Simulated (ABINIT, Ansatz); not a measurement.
# TiO2 (P-3m1): modes at Γ and the response to a field

Which modes does TiO2 (P-3m1) have at the zone centre?

Program: ABINIT 10.8.3. Level of theory: DFT LDA, scalar-relativistic, plane waves, PseudoDojo norm-conserving pseudopotentials. Results are calculated unless marked as measured.

Report form: the programs' logs are mostly left out.

The structure was built from a prototype and need not be the compound's stable phase.

### Step 1. The starting structure

The structure is trigonal, space group P-3m1 (No. 164). Conventional cell: a = 2.936 Å, b = 2.936 Å, c = 4.499 Å, α = 90.00°, β = 90.00°, γ = 120.00°. Ti has 6 O at 1.94 Å nearest. Nearest to O lie 3 Ti at 1.94 Å. Farther neighbours and most contacts between anions are not listed.

### Step 2. Relaxing the cell and atoms

The harmonic expansion needs vanishing forces, and a free crystal bears no stress, so cell and atoms are brought to rest. Stress is more sensitive to the basis than forces are: the last 3 Ha under the cutoff are smoothed with ecutsm, and the cutoff is raised above that of the later runs.

The starting cell comes from a relaxation made beforehand in Ansatz (LDA, PseudoDojo NC).

relax.abi

```
# relaxation
ionmov 2
optcell 2
dilatmx 1.08
ntime 40
tolmxf 1.0d-05
tolvrs 1.0d-14
prtwf 0
prtden 0
chksymtnons 0

# basis, mesh and filling
ecut 47.0
ecutsm 3.0
ngkpt 9 9 4
nshiftk 1
shiftk 0.0 0.0 0.0
istwfk *1
occopt 1
nband 12
nstep 100
diemac 9.0
prtebands 0
prtgsr 0
useylm 1

# cell and atoms
acell 3*1.0 Angstrom
rprim 
    2.935903504 -2.9152e-06 0.0
    -1.467949227 2.542568475 0.0
    0.0 0.0 4.499371297
ntypat 2
znucl 22 8
natom 3
typat 1 2 2
xred 
    0.0 0.0 0.0
    1/3 2/3 0.2110081338
    2/3 1/3 0.7889918662
pp_dirpath "./pseudo"
pseudos "Ti.upf, O.upf"
```

Launch:

```console
> OMP_NUM_THREADS=1 mpirun -n 4 abinit relax.abi > relax.log
```

The job ended after 3.9 min (4 MPI ranks of Intel Xeon Platinum 8488C (Sapphire Rapids), shared host; 15 min of CPU time).

Little changed from the start: no atom moved by 0.005 Å and no cell edge by 0.1 %.

Read from the output:

```
volume per atom : 11.19 Å³
pressure        : -0.001389 GPa
```

### Step 3. Ground state

First-order wavefunctions inherit every error of the ground state, hence the very tight tolvrs. The mesh is shifted off Γ, since shifted meshes converge sums over the zone faster.

gs.abi

```
# ground state
tolvrs 1.0d-16
prtden 1
prtwf 1

# basis, mesh and filling
ecut 38.0
ngkpt 9 9 4
nshiftk 1
shiftk 0.0 0.0 0.5
istwfk *1
occopt 1
nband 12
nstep 100
diemac 9.0
prtebands 0
prtgsr 0
useylm 1

# cell and atoms
acell 3*1.0 Angstrom
rprim 
    2.935835574 -2.9153e-06 0.0
    -1.467915262 2.542509646 0.0
    0.0 0.0 4.497898741
ntypat 2
znucl 22 8
natom 3
typat 1 2 2
xred 
    0.0 0.0 0.0
    1/3 2/3 0.2110800915
    2/3 1/3 0.7889199085
pp_dirpath "./pseudo"
pseudos "Ti.upf, O.upf"
```

Launch:

```console
> OMP_NUM_THREADS=1 mpirun -n 4 abinit gs.abi > gs.log
```

The job ended after 18 s (4 MPI ranks).

This step gave:

| Property | Result |
| --- | --- |
| pressure | -0.5200 GPa |

The cell stands at -0.52 GPa: the relaxation ran with a smoothed and higher cutoff and on another k mesh.

### Step 4. The gap at rest

Empty bands on the ground state's density check that the gap assumed so far is there in this cell.

gap.abi

```
# empty bands on the ground state's density
iscf -2
getden_filepath "gso_DEN"
tolwfr 1.0d-12
nbdbuf 2
prtwf 0

# basis, mesh and filling
ecut 38.0
ngkpt 9 9 4
nshiftk 1
shiftk 0.0 0.0 0.0
istwfk *1
occopt 1
nband 16
nstep 100
diemac 9.0
prtebands 0
prtgsr 0
useylm 1

# cell and atoms
acell 3*1.0 Angstrom
rprim 
    2.935835574 -2.9153e-06 0.0
    -1.467915262 2.542509646 0.0
    0.0 0.0 4.497898741
ntypat 2
znucl 22 8
natom 3
typat 1 2 2
xred 
    0.0 0.0 0.0
    1/3 2/3 0.2110800915
    2/3 1/3 0.7889199085
pp_dirpath "./pseudo"
pseudos "Ti.upf, O.upf"
```

Launch:

```console
> OMP_NUM_THREADS=1 mpirun -n 4 abinit gap.abi > gap.log
```

It took 13 s on 4 MPI ranks; 51 s of CPU time.

This step gave:

| Quantity | Value |
| --- | --- |
| gap on the k-mesh | 2.604 eV |

In this cell the gap on the mesh is 2.6 eV, indirect (smallest direct 2.8 eV), so fixed occupations hold.

### Step 5. Linear response at Γ

The derivative of the wavefunctions by k comes first, since the response to a field is built on it; then the field and the displacements that symmetry doesn't supply are solved at q = 0.

It reads the wavefunctions written in step 3.

dfpt_gamma.abi

```
ndtset 2

# common to the responses
getwfk_filepath "gso_WFK"
kptopt 2
nqpt 1
qpt 0.0 0.0 0.0
asr 0
chneut 0

# d/dk
rfelfd1 2
rfdir1 1 1 1
iscf1 -3
tolwfr1 1.0d-20

# displacements, field
rfphon2 1
rfatpol2 1 3
rfdir2 1 1 1
rfelfd2 3
getddk2 1
tolvrs2 1.0d-10
prtwf2 0

# basis, mesh and filling
ecut 38.0
ngkpt 9 9 4
nshiftk 1
shiftk 0.0 0.0 0.5
istwfk *1
occopt 1
nband 12
nstep 100
diemac 9.0
prtebands 0
prtgsr 0
useylm 1

# cell and atoms
acell 3*1.0 Angstrom
rprim 
    2.935835574 -2.9153e-06 0.0
    -1.467915262 2.542509646 0.0
    0.0 0.0 4.497898741
ntypat 2
znucl 22 8
natom 3
typat 1 2 2
xred 
    0.0 0.0 0.0
    1/3 2/3 0.2110800915
    2/3 1/3 0.7889199085
pp_dirpath "./pseudo"
pseudos "Ti.upf, O.upf"
```

Launch:

```console
> OMP_NUM_THREADS=1 mpirun -n 4 abinit dfpt_gamma.abi > dfpt_gamma.log
```

It took 8.2 min on 4 MPI ranks.

This step gave:

```yaml
miss_of_the_charge_sum_rule: 0.001861 e
largest_acoustic_frequency_at_the_zone_centre_before_the_sum_rule: 3.41 cm⁻¹
highest_optical_zone_centre_mode_no_lo_to_term: 606.9 cm⁻¹
lowest_optical_zone_centre_mode: 206.5 cm⁻¹
mean_high_frequency_dielectric_constant: 5.783
largest_born_charge_in_size_third_of_the_trace: 5.328 e
```

Born charge (rows field, columns displacement), before the sum rule (e), principal values of the symmetric part by kind of site:

| atom | atoms with these values | low | middle | high | mean |
| --- | --- | --- | --- | --- | --- |
| Ti1 | 1 | 2.01 | 6.99 | 6.99 | 5.33 |
| O2 | 2 | -3.49 | -3.49 | -1.00 | -2.66 |

In full for Ti1:

```
6.99 0.00 0.00
0.00 6.99 0.00
0.00 0.00 2.01
```

High-frequency dielectric tensor:

```
7.18 0.00 0.00
0.00 7.18 0.00
0.00 0.00 2.98
```

The acoustic modes at Γ come out as far as 3.4 cm⁻¹ from zero, where they should vanish, a small numerical error; the Born charges miss their sum rule by 0.0019 e, which is good.

### Step 6. Modes with the sum rule

anaddb reads the merged derivatives, imposes the acoustic sum rule and charge neutrality, and adds the LO-TO term along chosen directions.

anaddb.abi

```
ddb_filepath "gamma_DDB"
output_file "anaddb.abo"
outdata_prefix "anaddb"
asr 1
chneut 1
enunit 2
eivec 1
nph1l 1
qph1l 0.0 0.0 0.0 1.0
dieflag 1
nph2l 3
qph2l 
    1.0 0.0 0.0 0.0
    0.0 0.0 1.0 0.0
    1.0 1.0 1.0 0.0
```

mrgddb.in

```
gamma_DDB
merged
2
dfpt_gammao_DS2_DDB
gso_DDB
```

Launch:

```console
> mrgddb < mrgddb.in > mrgddb.log
> OMP_NUM_THREADS=1 anaddb anaddb.abi > anaddb.log
```

Run time: 0.69 s. Hardware: 1 thread.

Read from the output:

```yaml
mean_static_dielectric_constant: 64.45
highest_mode_moved_by_the_lo_to_term: 749.6 cm⁻¹
```

No LO-TO term; unit eigenvectors of the mass-weighted matrix, from anaddb's displacements. Modes at Γ, with each element's share of the kinetic energy:

| mode | frequency (cm⁻¹) | Ti % | O % |
| --- | --- | --- | --- |
| 1 | 0.0 | 60 | 40 |
| 2 | 0.0 | 60 | 40 |
| 3 | 0.0 | 60 | 40 |
| 4 | 206.5 | 40 | 60 |
| 5 | 206.5 | 40 | 60 |
| 6 | 517.8 | 0 | 100 |
| 7 | 517.8 | 0 | 100 |
| 8 | 559.5 | 40 | 60 |
| 9 | 606.9 | 0 | 100 |

Displacements in mode 4 (206.5 cm⁻¹), the largest set to 1:
```
Ti1  0.67  0.55  0.00
O2  -1.00 -0.82  0.00
O3  -1.00 -0.82  0.00
```

Displacements in mode 9 (606.9 cm⁻¹), the largest set to 1:
```
Ti1  0.00  0.00  0.00
O2   0.00  0.00  1.00
O3   0.00  0.00 -1.00
```

Static dielectric tensor (ions relaxed, fixed cell):

```
94.70  0.00  0.00
 0.00 94.70  0.00
 0.00  0.00  3.96
```

The rule moves no optical mode by more than 0.1 cm⁻¹.

### Step 7. Summary of results

| Quantity | Value |
| --- | --- |
| space group after relaxation | P-3m1 |
| volume per atom | 11.2 Å³ |
| highest optical zone-centre mode (no LO-TO term) | 606.9 cm⁻¹ |
| lowest optical zone-centre mode | 206.5 cm⁻¹ |
| highest mode moved by the LO-TO term | 749.6 cm⁻¹ |
| mean high-frequency dielectric constant | 5.78 |
| largest Born charge in size (third of the trace) | 5.33 e |
| mean static dielectric constant | 64.5 |
| imaginary optical modes at the zone centre (no q mesh in this session) | none |

**Reading.** At the LDA level the optical modes of TiO2 (P-3m1) at the zone centre (no LO-TO term) run from 206 to 607 cm⁻¹. The base run prints -0.52 GPa, mostly the error of a finite basis; the relaxation, with a smoothed and higher cutoff, had brought the cell to rest. Along the directions run, the highest mode that the macroscopic field moves lies at 750 cm⁻¹. Lattice motion raises the mean dielectric constant from 5.783 to 64.45. The Born charge of O is -2.664 e against a formal charge of -2, somewhat above it. These are harmonic frequencies at zero temperature: anharmonic shifts and linewidths and thermal expansion are left out. The structure is a hypothetical one, built on a prototype.

[Host names and launcher messages were left out of these logs when they were recorded.]

[Logs are printed without paths, hosts, clocks, repeated set-up lines and the standing remarks that a program may print on its own settings, such as how far it seeks lower states.]

[Hosts, paths, dates, database ids (printed as entryN), source tags and the programs' standing remarks are cut or masked in the printed files.]
